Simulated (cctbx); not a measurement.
# Accept or mend?

Cell a = 4.3100 Å, b = 4.3100 Å, c = 11.0620 Å, α = 90.00°, β = 90.00°, γ = 90.00°; space group P4/nmm (no. 129, origin choice 1).

Simulated single-crystal data (cctbx): Mo Kα, λ = 0.71073 Å, to d = 0.84 Å, 95 % of the full sphere, strongest reflection 40000 counts, noise from counting, a 6 % proportional error and a noise floor of 4 counts (s.d.); no absorption, and some extinction, which the refinements don't model.

An anisotropic refinement with weights 1/σ² prints:

```text
Rint 0.045, 140 unique reflections to 0.84 A
cycle     R1     wR2    GooF  max shift (A)
   1  0.0269  0.0752   3.188   0.00457
   2  0.0183  0.0354   1.501   0.00000
final R1 0.0183 wR2 0.0354 GooF 1.501  parameters 13  data/parameter 10.8
atom        x        y        z      Ueq    occ   su(xyz)  su(Uiso or U11)
Ir1    0.50000  0.00000  0.12789   0.0075  1.000  0.00004  0.0003
Ir2    0.50000  0.50000  0.50000   0.0043  1.000  0.00000  0.0002
Sm1    0.50000  0.00000  0.76946   0.0027  1.000  0.00005  0.0003
Mg1    0.50000  0.00000  0.35462   0.0084  1.000  0.00039  0.0014
P1     0.50000  0.50000  0.00000   0.0338  1.000  0.00000  0.0017
difference map: max 0.91 min -3.05 rms 0.43
Q1    0.2509  0.2491  0.3176    8    0.92  1.57 A from Mg1
Q2    0.0000  0.2105  0.2709    8    0.70  1.33 A from Sm1
Q3    0.2500  0.2500  0.0616    8    0.67  1.67 A from P1
Q4    0.0000  0.2315  0.4502    8    0.62  1.14 A from Ir2
Q5    0.1302  0.3698  0.4197    8    0.60  1.91 A from Ir2
Q6    0.0000  0.3198  0.9990    8    0.59  1.38 A from P1
```

Q: Accept it or mend it, and why?

Mend it. The fault: wrong element: P1 is Mg. Against the right model at the same level, R1 goes from 0.0167 to 0.0183 and GooF from 1.21 to 1.50 and U of P1 swells from 0.0183 to 0.0338 Å². P1 has 3 electrons too many and its U swells to shed them, as expected. The signs are weak, and the output alone doesn't single this fault out.

The compound is SmMg2Ir2. The right model at the same level gives:

```text
Rint 0.045, 140 unique reflections to 0.84 A
cycle     R1     wR2    GooF  max shift (A)
   1  0.0204  0.0494   2.095   0.00365
   2  0.0167  0.0286   1.212   0.00000
final R1 0.0167 wR2 0.0286 GooF 1.212  parameters 13  data/parameter 10.8
atom        x        y        z      Ueq    occ   su(xyz)  su(Uiso or U11)
Ir1    0.50000  0.00000  0.12789   0.0075  1.000  0.00003  0.0002
Ir2    0.50000  0.50000  0.50000   0.0043  1.000  0.00000  0.0002
Sm1    0.50000  0.00000  0.76948   0.0026  1.000  0.00004  0.0002
Mg1    0.50000  0.00000  0.35470   0.0087  1.000  0.00032  0.0012
Mg2    0.50000  0.50000  0.00000   0.0183  1.000  0.00000  0.0013
difference map: max 0.87 min -3.00 rms 0.41
Q1    0.2505  0.2495  0.3194    8    0.87  1.57 A from Mg1
Q2    0.2508  0.2492  0.0597    8    0.72  1.66 A from Mg2
Q3    0.0000  0.2102  0.2719    8    0.64  1.33 A from Sm1
Q4    0.0000  0.3173  0.9984    8    0.61  1.37 A from Mg2
Q5    0.0000  0.2225  0.4512    8    0.58  1.10 A from Ir2
Q6    0.1292  0.3708  0.4188    8    0.58  1.92 A from Ir2
```

The model is made up (kin elements in a known structure type, no relaxation), so it says nothing on whether the phase exists.

[Middle refinement cycles are left out of these outputs.]

[Logs are printed without paths, hosts, clocks, repeated set-up lines and the standing remarks that a program may print on its own settings, such as how far it seeks lower states.]
